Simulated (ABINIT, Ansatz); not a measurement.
# KCaCl3 (Pm-3m): zone-centre phonons, part 2 of 2

Aim: the zone-centre modes of KCaCl3 (Pm-3m).

ABINIT 10.8.3; DFT LDA, scalar-relativistic, plane waves, PseudoDojo norm-conserving pseudopotentials.

So far. Step 5 (Zone-centre response): The acoustic modes at Γ come out as far as 1.1 cm⁻¹ from zero, where they should vanish, a small numerical error; the Born charges miss their sum rule by 0.0089 e, which is good. The lowest optical mode is imaginary, 57i cm⁻¹, an instability at this level and on this k mesh. The relaxed cell has a = 5.202 Å (conventional setting).

The structure was built from a prototype and need not be the compound's stable phase.

## Step 6: Modes with the sum rule

anaddb reads the merged derivatives, imposes the acoustic sum rule and charge neutrality, and adds the LO-TO term along chosen directions.

File anaddb.abi:

```
ddb_filepath "gamma_DDB"
output_file "anaddb.abo"
outdata_prefix "anaddb"
asr 1
chneut 1
enunit 2
eivec 1
nph1l 1
qph1l 0.0 0.0 0.0 1.0
dieflag 2
nph2l 3
qph2l 
    1.0 0.0 0.0 0.0
    0.0 0.0 1.0 0.0
    1.0 1.0 1.0 0.0
```

File mrgddb.in:

```
gamma_DDB
merged
2
dfpt_gammao_DS2_DDB
gso_DDB
```

The run is started by

```console
> mrgddb < mrgddb.in > mrgddb.log
> OMP_NUM_THREADS=1 anaddb anaddb.abi > anaddb.log
```

anaddb.abo, the main output file:

```text
[banners, grids, parts of the stress and lines that vanish by symmetry left out]
-outvars_anaddb: echo values of input variables ----------------------

 Flags :
[...]
Dielectric Tensor and Effective Charges
[...]
Effective charge tensors after
[...]
Phonon wavevector (reduced coordinates) :  0.00000  0.00000  0.00000
 Phonon energies in Hartree :
[...]
Phonon energies in meV     :
- -7.013260E+00 -7.013260E+00 -7.013260E+00  0.000000E+00  0.000000E+00
-  0.000000E+00  1.497787E+00  1.497787E+00  1.497787E+00  1.226607E+01
-  1.226607E+01  1.226607E+01  3.947773E+01  3.947773E+01  3.947773E+01
 Phonon frequencies in cm-1    :
- -5.656576E+01 -5.656576E+01 -5.656576E+01  0.000000E+00  0.000000E+00
-  0.000000E+00  1.208047E+01  1.208047E+01  1.208047E+01  9.893251E+01
-  9.893251E+01  9.893251E+01  3.184093E+02  3.184093E+02  3.184093E+02
 Phonon frequencies in Thz     :
- -1.695799E+00 -1.695799E+00 -1.695799E+00  0.000000E+00  0.000000E+00
-  0.000000E+00  3.621633E-01  3.621633E-01  3.621633E-01  2.965922E+00
-  2.965922E+00  2.965922E+00  9.545672E+00  9.545672E+00  9.545672E+00
 Phonon energies in Kelvin  :
- -8.138550E+01 -8.138550E+01 -8.138550E+01  0.000000E+00  0.000000E+00
-  0.000000E+00  1.738110E+01  1.738110E+01  1.738110E+01  1.423418E+02
-  1.423418E+02  1.423418E+02  4.581200E+02  4.581200E+02  4.581200E+02
[...]
-  1  0.00000000E+00  0.00000000E+00  3.14987376E-03
-     0.00000000E+00  0.00000000E+00  0.00000000E+00
-  2  0.00000000E+00  0.00000000E+00 -1.58548812E-04
-     0.00000000E+00  0.00000000E+00  0.00000000E+00
-  3  0.00000000E+00  0.00000000E+00 -3.29982206E-04
-     0.00000000E+00  0.00000000E+00  0.00000000E+00
-  4  0.00000000E+00  0.00000000E+00 -1.48228089E-03
-     0.00000000E+00  0.00000000E+00  0.00000000E+00
-  5  0.00000000E+00  0.00000000E+00 -1.48228089E-03
-     0.00000000E+00  0.00000000E+00  0.00000000E+00
[...]
-  1  0.00000000E+00 -3.14987376E-03  0.00000000E+00
-     0.00000000E+00  0.00000000E+00  0.00000000E+00
-  2  0.00000000E+00  1.58548812E-04  0.00000000E+00
-     0.00000000E+00  0.00000000E+00  0.00000000E+00
-  3  0.00000000E+00  1.48228089E-03  0.00000000E+00
-     0.00000000E+00  0.00000000E+00  0.00000000E+00
-  4  0.00000000E+00  3.29982206E-04  0.00000000E+00
-     0.00000000E+00  0.00000000E+00  0.00000000E+00
-  5  0.00000000E+00  1.48228089E-03  0.00000000E+00
-     0.00000000E+00  0.00000000E+00  0.00000000E+00
[...]
-  1  3.14987376E-03  0.00000000E+00  0.00000000E+00
-     0.00000000E+00  0.00000000E+00  0.00000000E+00
-  2 -1.58548812E-04  0.00000000E+00  0.00000000E+00
-     0.00000000E+00  0.00000000E+00  0.00000000E+00
-  3 -1.48228089E-03  0.00000000E+00  0.00000000E+00
-     0.00000000E+00  0.00000000E+00  0.00000000E+00
-  4 -1.48228089E-03  0.00000000E+00  0.00000000E+00
-     0.00000000E+00  0.00000000E+00  0.00000000E+00
[...]
Phonon at Gamma, with non-analyticity in the
[...]
Phonon energies in Hartree :
[...]
Phonon energies in meV     :
- -7.013260E+00 -7.013260E+00  0.000000E+00  0.000000E+00  0.000000E+00
-  1.497787E+00  1.497787E+00  1.497787E+00  6.937073E+00  1.226607E+01
[...]
Phonon frequencies in cm-1    :
[...]
Phonon frequencies in Thz     :
[...]
Phonon energies in Kelvin  :
[...]
-  1.738110E+01  1.738110E+01  1.738110E+01  8.050139E+01  1.423418E+02
-  1.423418E+02  1.692117E+02  4.581200E+02  4.581200E+02  5.257328E+02
[...]
-  5  0.00000000E+00  0.00000000E+00  1.71952266E-03
-     0.00000000E+00  0.00000000E+00  0.00000000E+00
[...]
-  1  0.00000000E+00 -1.71952360E-03  0.00000000E+00
-     0.00000000E+00  0.00000000E+00  0.00000000E+00
-  2  0.00000000E+00 -1.71952030E-03  0.00000000E+00
-     0.00000000E+00  0.00000000E+00  0.00000000E+00
-  3  0.00000000E+00 -1.71952266E-03  0.00000000E+00
-     0.00000000E+00  0.00000000E+00  0.00000000E+00
-  4  0.00000000E+00 -1.71952064E-03  0.00000000E+00
-     0.00000000E+00  0.00000000E+00  0.00000000E+00
-  5  0.00000000E+00 -1.71952266E-03  0.00000000E+00
-     0.00000000E+00  0.00000000E+00  0.00000000E+00
[...]
Phonon at Gamma, with non-analyticity in the
[...]
Phonon energies in Hartree :
[...]
Phonon energies in meV     :
- -7.013260E+00 -7.013260E+00  0.000000E+00  0.000000E+00  0.000000E+00
-  1.497787E+00  1.497787E+00  1.497787E+00  6.937073E+00  1.226607E+01
-  1.226607E+01  1.458153E+01  3.947773E+01  3.947773E+01  4.530415E+01
 Phonon frequencies in cm-1    :
- -5.656576E+01 -5.656576E+01  0.000000E+00  0.000000E+00  0.000000E+00
[...]
Phonon frequencies in Thz     :
[...]
Phonon energies in Kelvin  :
[...]
Phonon at Gamma, with non-analyticity in the
[...]
Phonon energies in Hartree :
[...]
Phonon energies in meV     :
[...]
Phonon frequencies in cm-1    :
[...]
Phonon frequencies in Thz     :
[...]
Phonon energies in Kelvin  :
[...]
-  1.738110E+01  1.738110E+01  1.738110E+01  8.050139E+01  1.423418E+02
-  1.423418E+02  1.692117E+02  4.581200E+02  4.581200E+02  5.257328E+02
[...]
-  4  1.67075091E-04  1.54928367E-03 -6.18921339E-05
-     0.00000000E+00  0.00000000E+00  0.00000000E+00
-  5 -2.46091874E-03 -1.05182958E-04 -6.18921339E-05
-     0.00000000E+00  0.00000000E+00  0.00000000E+00
[...]
;  5 -1.68162993E-03 -7.72908349E-05 -7.72908349E-05
;     0.00000000E+00  0.00000000E+00  0.00000000E+00
-
```

It took 0.6 s on 1 thread of AMD EPYC 9R45, shared host.

Read from the output:

| Property | Result |
| --- | --- |
| lowest optical zone-centre mode | -56.57 cm⁻¹ |
| highest mode moved by the LO-TO term | 365.4 cm⁻¹ |

No LO-TO term; unit eigenvectors of the mass-weighted matrix, from anaddb's displacements. Modes at Γ, with each element's share of the kinetic energy (negative means imaginary):

| mode | frequency (cm⁻¹) | symmetry | K % | Ca % | Cl % |
| --- | --- | --- | --- | --- | --- |
| 1 | -56.6 | T1u | 71 | 0 | 29 |
| 2 | -56.6 | T1u | 71 | 0 | 29 |
| 3 | -56.6 | T1u | 71 | 0 | 29 |
| 4 | 0.0 | acoustic | 21 | 22 | 57 |
| 5 | 0.0 | acoustic | 21 | 22 | 57 |
| 6 | 0.0 | acoustic | 21 | 22 | 57 |
| 7 | 12.1 | T2u | 0 | 0 | 100 |
| 8 | 12.1 | T2u | 0 | 0 | 100 |
| 9 | 12.1 | T2u | 0 | 0 | 100 |
| 10 | 98.9 | T1u | 8 | 39 | 53 |
| 11 | 98.9 | T1u | 8 | 39 | 53 |
| 12 | 98.9 | T1u | 8 | 39 | 53 |
| 13 | 318.4 | T1u | 0 | 39 | 61 |
| 14 | 318.4 | T1u | 0 | 39 | 61 |
| 15 | 318.4 | T1u | 0 | 39 | 61 |

Displacements in mode 1 (-56.6 cm⁻¹), the largest set to 1:
```
K1   0.00  0.00  1.00
Ca2  0.00  0.00 -0.05
Cl3  0.00  0.00 -0.10
Cl4  0.00  0.00 -0.47
Cl5  0.00  0.00 -0.47
```

Displacements in mode 13 (318.4 cm⁻¹), the largest set to 1:
```
K1   0.00  0.00  0.00
Ca2  0.00  0.00  0.76
Cl3  0.00  0.00 -1.00
Cl4  0.00  0.00  0.07
Cl5  0.00  0.00  0.07
```

With imaginary modes the relaxed-ion tensors have no meaning and are not tabulated.

The rule moves no optical mode by more than 0.1 cm⁻¹.

## Step 7: Results

```yaml
space_group_after_relaxation: Pm-3m
volume_per_atom: 28.2 Å³
highest_optical_zone_centre_mode_no_lo_to_term: 318.4 cm⁻¹
lowest_optical_zone_centre_mode: -56.6 cm⁻¹
highest_mode_moved_by_the_lo_to_term: 365.4 cm⁻¹
mean_high_frequency_dielectric_constant: 2.76
largest_born_charge_in_size_third_of_the_trace: 2.41 e
imaginary_optical_modes_at_the_zone_centre_no_q_mesh_in_this_session: yes
```

In words: At the LDA level the optical modes of KCaCl3 (Pm-3m) at the zone centre (no LO-TO term) run from 57i to 318 cm⁻¹, so the structure is a saddle point, with 3 modes beyond 10i cm⁻¹ there. Along the directions run, the highest mode that the macroscopic field moves lies at 365 cm⁻¹. These are harmonic frequencies at zero temperature: anharmonic shifts and linewidths and thermal expansion are left out. The structure is a hypothetical one, built on a prototype.

[Host names and launcher messages were left out of these logs when they were recorded.]

[Logs are printed without paths, hosts, clocks, repeated set-up lines and the standing remarks that a program may print on its own settings, such as how far it seeks lower states.]

[Hosts, paths, dates, database ids (printed as entryN), source tags and the programs' standing remarks are cut or masked in the printed files.]
